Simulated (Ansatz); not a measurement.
# Electron–phonon scattering in Ir-Rh-Rh-Rh-Ir stack of (111) layers, part 2 of 3

Aim: how strongly do electrons couple to phonons in Ir-Rh-Rh-Rh-Ir stack of (111) layers, and what resistivity does that give?

Ansatz 0.2.0; DFT PBE, scalar-relativistic, plane waves, PAW; PAW set soft_1.

So far. Step 3 (Relaxing tightly for phonons): Little changed from the start: no atom moved by 0.005 Å and no cell edge by 0.1 %.

### Step 4. Phonons by linear response: q 2×2×1, k 8×8×1

Before any scattering is computed, the phonons show whether the structure is a minimum.

Input file input.yaml:

```yaml
crystal:
  lattice:
    - [2.6802083259, -2.8794e-06, 0.0]
    - [-1.3401016693, 2.3211299374, 0.0]
    - [0.0, 0.0, 41.3514443109]
  atoms:
    - { symbol: Ir, position: [0.0, 0.0, 0.1320870452] }
    - { symbol: Rh, position: [0.3333333333, 0.6666666667, 0.1852908767] }
    - { symbol: Rh, position: [0.6666666667, 0.3333333333, 0.2391176455] }
    - { symbol: Rh, position: [0.0, 0.0, 0.2929444143] }
    - { symbol: Ir, position: [0.3333333333, 0.6666666667, 0.3461482457] }
  periodic: [true, true, false]
kpoints:
  mp_grid: { grid: [8, 8, 1] }
hamiltonian:
  xc: pbe
  pseudopotentials: { kind: paw, azcp: { folder: soft_1 } }
scf:
  occupations: { method: methfessel_paxton, width: 0.2 }
output:
  eigenvalues: true
phonons:
  method: dfpt
  qmesh: [2, 2, 1]
  temperatures: { t_max: 1000, t_step: 50 }
  qpath:
    path:
      - [0.0, 0.0, 0.0]
      - [0.5, 0.0, 0.0]
      - [0.33333333, 0.33333333, 0.0]
      - [0.0, 0.0, 0.0]
    npoints: 10
```

Launch:

```console
$ ansatz run input.yaml --threads 4 --pin off --max-ram 12288MiB --backend cpu --events-out ev --progress --plain --runs-dir out
```

Numbers of over 12 decimals in the logs are rounded to 6 here.

Log:

```text
Warning: crystal.symmetry: narrowed to the stabiliser of the run's FFT grids — unitary ops 12 → 6. A phonons.method: dfpt run fills in the rows of the dynamical matrix that it does not solve by its symmetry operations, which is exact only for operations that map its FFT grids onto themselves: filled in by any other, the frequencies could depend on the order in which like atoms are typed, or, by more than the grids' own error, on where the crystal sits among the grids' points. Excluded: 6 operations. The run can therefore solve more perturbations, solve them on more k-points, or both, and cost more. [rest of the remark cut]
[...]
Crystal: 5 atoms, lattice volume = 257.252 Å³
Basis set: ecut = 420 eV, 5113 PW (Γ), exchange–correlation on 36×36×576 points (8 copies of the dense FFT grid, shifted against one another)
Bands: 51, of which v1, the nominal top of the filled ones, is band 43 counted from 1 (42 counted from 0)
Symmetry: 12 space group operations
k-points: 10 of 64 (irreducible under 6 space group operations, time reversal used)
[...]
SCF iter   1: F=—  HF=-43083.265665 eV  |F-HF|=—  |Δ(HF+E_count)|=         —  Δρ=6.87e-2  dr2=3.79e1  ethr=3.10e-3  ⟨swp⟩=16.8  Hψ=8684  notcnv=0  defer=24
automatic band count: the SCF goes on with 59 bands, as 51 were too few: they end inside the smearing window of the response
[...]
SCF iter   2: F=—  HF=-43082.884668 eV  |F-HF|=—  |Δ(HF+E_count)|=   3.81e-1  S|Δr|=    0.00e0  Δρ=5.75e-2  dr2=9.94e0  ethr=3.10e-3  ⟨swp⟩=3.9  Hψ=1658  notcnv=0  defer=52
[...]
SCF iter  15: F=-43080.746636 eV  HF=-43080.746636 eV  |F-HF|=1.16e-10  |Δ(HF+E_count)|=   2.90e-9  S|Δr|=    0.00e0  Δρ=2.85e-8  dr2=1.71e-12  ethr=1.00e-12  ⟨swp⟩=33.7  Hψ=6339  notcnv=0
SCF 1 converged in 15 iterations: F = -43080.746636 eV  dr2 = 1.71e-12
[...]
phonons: the bands overlap, so this run is a metal and interpolates without the dipole-dipole term. If the crystal is really an insulator or semiconductor, its LO-TO splitting is missing
NSCF: frozen V_eff on 10 k-points
[...]
DFPT response loops at q = (0, 0, 0) (fractional): preconditioner auto → none (partly filled bands, converged f_vac=0.691); β = 0.50; Broyden in place of MSR1
[...]
SCF converged after 15 iterations
Stability not checked: this state was not tested for a lower state beside it, because cold or Methfessel-Paxton smearing, or corrected tetrahedra, fill the levels in a way that the test cannot read (fill_not_monotonic; see scf.lower_state_search)
Free energy (F): -43080.746636 eV
[...]
Internal energy: -43080.721497 eV  (E = F + TS)
E sigma→0 (E₀):  -43080.740352 eV
Entropy (-TS):   -0.025139 eV (-5.028 meV/atom)
Fermi energy:    -5.521937 eV
[...]
--- Band table (eV; the first three rows and the last of 10) ---
  k-point 0: bands = [... 39 lower, -6.5992, -6.5992, -6.4916, -6.4916, -5.9304, -5.9304, -5.7234, -5.1174, ... 12 higher]
  k-point 1: bands = [... 39 lower, -7.1659, -6.9024, -6.8418, -6.7515, -6.4600, -6.2104, -5.9254, -5.1344, ... 12 higher]
  k-point 2: bands = [... 39 lower, -6.9951, -6.6671, -6.6488, -6.4085, -6.1386, -5.8637, -5.6184, -5.1860, ... 12 higher]
  k-point 9: bands = [... 39 lower, -6.3436, -5.5763, -5.5064, -5.3035, -5.0682, -5.0511, -0.0595, 0.3116, ... 12 higher]
  ° read free of the cell's end (the report's vacuum.weakly_bound_levels)
--- Phonons (Γ-DFPT): 10 representative perturbations + reference (Σ response iterations 64) ---
  ASR residual: 3.522e-4 → 0.000e0 eV/Å²; symmetrization residual: 1.518e-4 eV/Å²
  The last average, over the group as it would stand without the narrowing to the FFT grids, took up to 1.158e-4 eV/Å² of the zone centre's force constants
  ASR residual per site (eV/Å²): 2.36e-4 3.52e-4 2.31e-4 1.24e-4 8.00e-5
  Γ frequencies (cm⁻¹): 0.00 0.00 0.00 39.36 39.36 73.43 73.43 73.49 112.14 112.14 130.40 130.40 150.87 209.39 221.74
--- Phonons (arbitrary-q DFPT): 2 irreducible q on the 2×2×1 mesh ---
  q = [0.0000, 0.0000, 0.0000] (star 1, of the zone-centre solve; hermiticity 2.34e-5, symmetrization 2.96e-6, taken by the last average 8.94e-6): 0.00 0.00 0.00 39.36 39.36 73.43 73.43 73.49 112.14 112.14 130.40 130.40 150.87 209.39 221.74
  q = [0.0000, -0.5000, 0.0000] (star 3, 15 solved perturbations in 445 linear systems a pass and spin channel, the states on 34 of 64 k-point pairs; hermiticity 4.12e-6, symmetrization 2.08e-6, taken by the last average 5.45e-6): 95.73 103.65 107.84 109.27 129.54 146.46 147.18 155.48 160.44 175.00 178.41 181.14 225.06 236.86 242.97
  sum rule: each row above includes the acoustic sum rule's correction from the zone centre's row sums; it moved no ω² by more than (0.96 cm⁻¹)²
  mesh force constants: q→R imaginary residual 1.24e-17; ASR residual 3.522e-4 → 0.000e0 eV/Å²; symmetrization residual 8.882e-15 eV/Å²
  interpolated dispersion: 31 rows × 15 modes
  density of states and harmonic sums: on the 26×26×1 q-mesh, interpolated from the force constants of a 2×2×1 supercell (no non-analytic term)
  largest difference from the sums on the solved wave vectors: F 1.20e-1 eV, S 1.85e-4 and C_V 6.42e-5 eV/K
  zero-point energy: 0.136907 eV/cell   skipped modes (ω ≤ 0): 3   left out of the sums: 2.96e-4 of the cell's modes: C_V's classical limit lies that fraction below 3 k_B per atom; for a crystal, a wire or a layer, F and S can be off by more, and a phonons.interpolated_qmesh denser along its periods is the remedy for the sampling
```

Run time: 6.7 min. Hardware: 4 threads of Arm Neoverse V2, shared host; peak memory 1.8 GiB.

Numbers from this step:

```yaml
zero_point_energy: 0.1369 eV/cell
share_of_imaginary_modes_in_the_plain_interpolation_between_solved_wavevectors: 0
highest_frequency_solved_or_plainly_interpolated: 243 cm⁻¹
```

Solved on the 2×2×1 mesh alone; all other wavevectors are interpolated. The phonon branches at the labelled points (cm⁻¹):

```csv
point,branch 1,branch 2,branch 3,branch 4,branch 12,branch 13,branch 14,branch 15
Γ,0,0,0,39,130,151,209,222
halfway,61,81,84,85,183,187,193,202
M,96,104,108,109,181,225,237,243
halfway,96,104,118,122,194,220,230,236
K,102,102,125,125,211,215,219,219
halfway,68,86,96,98,186,190,198,201
Γ,0,0,0,39,130,151,209,222
```

Among the solved wavevectors the lowest mode, translations apart, is 39.4 cm⁻¹, so these are real on this k mesh.

### Step 5. Resistivity: q 2×2×1, k 8×8×1, scattering 12×12×1

The cheapest meshes give a first estimate and the cost of a run.

input.yaml, as its differences from that of step 4:

```diff
@@ -32 +32,6 @@
     npoints: 10
+  electrical_resistivity:
+    mesh: [12, 12, 1]
+    temperatures: [20.0, 50.0, 77.0, 100.0, 150.0, 200.0, 300.0, 400.0, 600.0, 800.0]
+  superconductivity: { mesh: [12, 12, 1], eliashberg_equations: false }
+  electron_occupations: "off"
```

Log:

```text
[...]
Crystal: 5 atoms, lattice volume = 257.252 Å³
Basis set: ecut = 420 eV, 5113 PW (Γ), exchange–correlation on 36×36×576 points (8 copies of the dense FFT grid, shifted against one another)
Bands: 51, of which v1, the nominal top of the filled ones, is band 43 counted from 1 (42 counted from 0)
Symmetry: 12 space group operations
k-points: 10 of 64 (irreducible under 6 space group operations, time reversal used)
[...]
SCF iter   1: F=—  HF=-43083.265665 eV  |F-HF|=—  |Δ(HF+E_count)|=         —  Δρ=6.87e-2  dr2=3.79e1  ethr=3.10e-3  ⟨swp⟩=16.8  Hψ=8684  notcnv=0  defer=24
[...]
SCF iter  15: F=-43080.746636 eV  HF=-43080.746636 eV  |F-HF|=1.16e-10  |Δ(HF+E_count)|=   2.90e-9  S|Δr|=    0.00e0  Δρ=2.85e-8  dr2=1.71e-12  ethr=1.00e-12  ⟨swp⟩=33.7  Hψ=6339  notcnv=0
SCF 1 converged in 15 iterations: F = -43080.746636 eV  dr2 = 1.71e-12
[...]
Bands: 59, of which v1, the nominal top of the filled ones, is band 43 counted from 1 (42 counted from 0)
k-points: 10 of 64
SCF iter   1: F=—  HF=-43083.265665 eV  |F-HF|=—  |Δ(HF+E_count)|=         —  Δρ=6.87e-2  dr2=3.79e1  ethr=3.10e-3  ⟨swp⟩=16.8  Hψ=5049  notcnv=0  defer=24
[...]
SCF iter  15: F=-43080.746636 eV  HF=-43080.746636 eV  |F-HF|=2.18e-10  |Δ(HF+E_count)|=   2.90e-9  S|Δr|=    0.00e0  Δρ=2.80e-8  dr2=1.61e-12  ethr=1.00e-12  ⟨swp⟩=4.7  Hψ=1631  notcnv=0
SCF 2 converged in 15 iterations: F = -43080.746636 eV  dr2 = 1.61e-12
[...]
SCF converged after 15 iterations
[...]
Free energy (F): -43080.746636 eV
[...]
Internal energy: -43080.721497 eV  (E = F + TS)
E sigma→0 (E₀):  -43080.740352 eV
Entropy (-TS):   -0.025139 eV (-5.028 meV/atom)
Fermi energy:    -5.521937 eV
[...]
--- Band table (eV; the first three rows and the last of 10) ---
  k-point 0: bands = [... 39 lower, -6.5992, -6.5992, -6.4916, -6.4916, -5.9304, -5.9304, -5.7234, -5.1174, ... 12 higher]
  k-point 1: bands = [... 39 lower, -7.1659, -6.9024, -6.8418, -6.7515, -6.4600, -6.2104, -5.9254, -5.1344, ... 12 higher]
  k-point 2: bands = [... 39 lower, -6.9951, -6.6671, -6.6488, -6.4085, -6.1386, -5.8637, -5.6184, -5.1860, ... 12 higher]
  k-point 9: bands = [... 39 lower, -6.3436, -5.5763, -5.5064, -5.3035, -5.0682, -5.0511, -0.0595, 0.3116, ... 12 higher]
  ° read free of the cell's end (the report's vacuum.weakly_bound_levels)
[...]
ASR residual: 2.514e-5 → 0.000e0 eV/Å²; symmetrization residual: 6.972e-7 eV/Å²
[...]
ASR residual per site (eV/Å²): 1.54e-5 2.51e-5 2.35e-5 2.44e-5 1.54e-5
[...]
--- Phonons (arbitrary-q DFPT): 2 irreducible q on the 2×2×1 mesh ---
[...]
interpolated dispersion: 31 rows × 15 modes
[...]
--- Electrical resistivity: potentials and phonons of a 2×2×1 supercell ---
  scattering by harmonic phonons alone, with no dipole-dipole term; scattering by other electrons, impurities, surfaces and spin disorder is left out, and so is spin–orbit coupling
  the resistivity is that of a variational response, whose dependence on the energy is improved iteratively
  tensors lie in the sheet's plane, the Hall coefficient along its normal; that, the resistivity and the plasma energy are of the whole cell, vacuum included; the cell is 41.351 Å high
  at the Fermi level of each mesh (of a tensor half of its trace):
           mesh   spin    states/(eV spin)  plasma energy (eV)         λ      λ_tr    ħω_log (meV)
        12×12×1                     2.9769              4.1161    0.4140    0.4962          16.708
          6×6×1                    33.3454              4.5639    1.9898    4.8976          16.133
          3×3×1                     3.9534              4.8644    0.6923    0.9230          17.586
  resistivity on the deck's mesh, µΩ·cm:
     T (K)       trace/2  mesh converged            xx            yy            zz    lowest order   relaxation time
     20.00     2.9042e-2              no     2.9042e-2     2.9042e-2      0.0000e0       5.4955e-2         3.9534e-2
     50.00      1.3691e0              no      1.3691e0      1.3691e0      0.0000e0        1.9186e0          1.4122e0
     77.00      4.5284e0              no      4.5284e0      4.5284e0      0.0000e0        5.3511e0          4.4504e0
    100.00      7.7787e0              no      7.7787e0      7.7787e0      0.0000e0        8.6284e0          7.5104e0
    150.00      1.4822e1              no      1.4822e1      1.4822e1      0.0000e0        1.5719e1          1.4129e1
    200.00      2.1503e1              no      2.1503e1      2.1503e1      0.0000e0        2.2510e1          2.0429e1
    300.00      3.4130e1              no      3.4130e1      3.4130e1      0.0000e0        3.5499e1          3.2372e1
    400.00      4.6312e1              no      4.6312e1      4.6312e1      0.0000e0        4.8103e1          4.3922e1
    600.00      7.0105e1              no      7.0105e1      7.0105e1      0.0000e0        7.2826e1          6.6518e1
    800.00      9.3565e1              no      9.3565e1      9.3565e1      0.0000e0        9.7293e1          8.8791e1
  sheet resistance at 20 K: 0.07023 Ω
  mean free path at 20 K (of a tensor half of its trace): 6756 nm by what each carries, 5111 by the Fermi surface alone
  sheet resistance at 50 K: 3.311 Ω
[...]
sheet resistance at 77 K: 10.95 Ω
[...]
sheet resistance at 100 K: 18.81 Ω
[...]
sheet resistance at 150 K: 35.84 Ω
[...]
sheet resistance at 200 K: 52.00 Ω
[...]
sheet resistance at 300 K: 82.54 Ω
[...]
sheet resistance at 400 K: 112.0 Ω
[...]
sheet resistance at 600 K: 169.5 Ω
[...]
sheet resistance at 800 K: 226.3 Ω
[...]
the resistivity times a path that all electrons share, by the Fermi surface of the deck's mesh alone (half of the trace): 1.484e-15 Ω·m²
  not converged in the mesh (λ; λ_tr; the resistivity at 20 K by 5.16 %; the resistivity at 50 K by 9.26 %; the resistivity at 77 K by 19.65 %; the resistivity at 100 K by 25.77 %; the resistivity at 150 K by 28.54 %; the resistivity at 200 K by 27.02 %; the resistivity at 300 K by 22.04 %; the resistivity at 400 K by 18.68 %; the resistivity at 600 K by 15.13 %; the resistivity at 800 K by 13.37 %): between neighbou [...]
  vibrations of 4 cells: unjudged by the run; compare a larger repeat
  the changes of the potential over all sites missed a rigid shift's by 0.14 % (the site terms' by 0.02 %)
  between the force constants' wavevectors the phonons are obtained by Fourier interpolation alone: phonons.electron_occupations is off
--- Superconductivity: potentials and phonons of a 2×2×1 supercell ---
  pairing by harmonic phonons, in the closed forms alone; spin fluctuations are left out, and so is spin–orbit coupling
           mesh         λ    ħω_log (meV)  μ* declared at (meV)
        12×12×1    0.4140          16.708               18.574
          6×6×1    1.9898          16.133               18.115
          3×3×1    0.6923          17.586               19.407
  λ by the species' shares of the modes' patterns: Ir 0.1866, Rh 0.2274
  transition temperature on the deck's mesh (K), isotropic and anisotropic, restricted to the Fermi surface (FSR) and over the full bandwidth (FBW), and the last with the density of states resolved in a narrower window:
        μ*   McMillan   Allen–Dynes      iso. FSR      iso. FBW    aniso. FSR    aniso. FBW  narrow window
      0.08      1.482         1.508             -             -             -             -              -
      0.10      0.985         1.000             -             -             -             -              -
      0.12      0.605         0.614             -             -             -             -              -
      0.13      0.457         0.464             -             -             -             -              -
      0.14      0.335         0.340             -             -             -             -              -
      0.16      0.162         0.164             -             -             -             -              -
      0.20      0.019         0.019             -             -             -             -              -
  not judged without the Eliashberg equations: between neighbouring meshes, the two finest first, λ moves by 380.63 % and 65.21 %
  vibrations of 4 cells: unjudged by the run; compare a larger repeat
[...]
```

Wall time 7.4 min (4 threads); peak memory 2.7 GiB.

This step gave:

* cell height: 41.35 Å
* sheet resistance 300K: 82.54 Ω/square, mean in the plane
* resistivity at 300 K: 34.13 μΩ cm, mean of the axes, of the whole cell with its vacuum
* coupling constant λ: 0.414
* density of states at the Fermi level: 2.977 states/eV a spin and cell
* log mean phonon energy ħω_log: 16.71 meV
* transport coupling constant λ_tr: 0.4962, 0.4962, 0 (xx, yy, zz)
* Drude plasma energy: 4.116, 4.116, 0 eV (xx, yy, zz), of the whole cell with its vacuum
* second-moment phonon energy ħω₂: 18.57 meV

The Eliashberg function α²F has structure finer than the step of the table below, so its rows give means over 1 meV, whole bins alone (the curve runs from 0.118 to 30.0 meV). Peaks (meV: height): α²F 12.8: 0.357, 16.4: 0.411, 17.8: 0.349, 19.4: 0.414, 21.1: 0.392, 21.5: 0.358, 22.7: 0.296; α²F tr 12.8: 0.501, 16.4: 0.491, 17.8: 0.430, 19.4: 0.511, 21.1: 0.592, 21.5: 0.483, 26.7: 0.378.

Eliashberg function α²F against phonon energy; means over each step:

```csv
phonon energy (meV),α²F,α²F tr
1,1.3e-4,6.5e-5
2,7.0e-4,3.0e-4
3,0.00127,6.3e-4
4,0.00206,0.00121
5,0.00374,0.00245
6,0.00728,0.00478
7,0.0121,0.00888
8,0.0184,0.0141
9,0.0299,0.0253
10,0.0582,0.0560
11,0.113,0.129
12,0.200,0.257
13,0.185,0.241
14,0.121,0.136
15,0.161,0.216
16,0.199,0.244
17,0.196,0.244
18,0.265,0.334
19,0.220,0.244
20,0.207,0.239
21,0.335,0.467
22,0.241,0.296
23,0.230,0.256
24,0.130,0.152
25,0.127,0.147
26,0.131,0.150
27,0.193,0.274
28,0.167,0.203
29,0.0886,0.0918
```

Of the whole cell with its vacuum, so only the sheet resistance is a property of the layer; the means are those of the plane. Resistivity, by row:

```csv
T (K),ρ_xx (μΩ cm),ρ_yy,ρ_zz,"ρ by Ziman's lowest order, mean","ρ by relaxation times, mean",within 2 % of the coarser mesh
20,0.02904,0.02904,-,0.05496,0.03953,no
50,1.369,1.369,-,1.919,1.412,no
77,4.528,4.528,-,5.351,4.45,no
100,7.779,7.779,-,8.628,7.51,no
150,14.82,14.82,-,15.72,14.13,no
200,21.5,21.5,-,22.51,20.43,no
300,34.13,34.13,-,35.5,32.37,no
400,46.31,46.31,-,48.1,43.92,no
600,70.11,70.11,-,72.83,66.52,no
800,93.57,93.57,-,97.29,88.79,no
```

By its own test the run is not converged in the mesh. λ = 0.414 and 82.5 Ω per square at 300 K. The run's own test puts 22 % between its two finest meshes on the component of the resistivity at 300 K that moves most, so it is not converged. By the run's own test λ moves by 381 % between its two finest scattering meshes.

(Part 2 of 3 ends here.)

[Logs are printed without paths, hosts, clocks, repeated set-up lines and the standing remarks that a program may print on its own settings, such as how far it seeks lower states.]

[Hosts, paths, dates, database ids (printed as entryN), source tags and the programs' standing remarks are cut or masked in the printed files.]
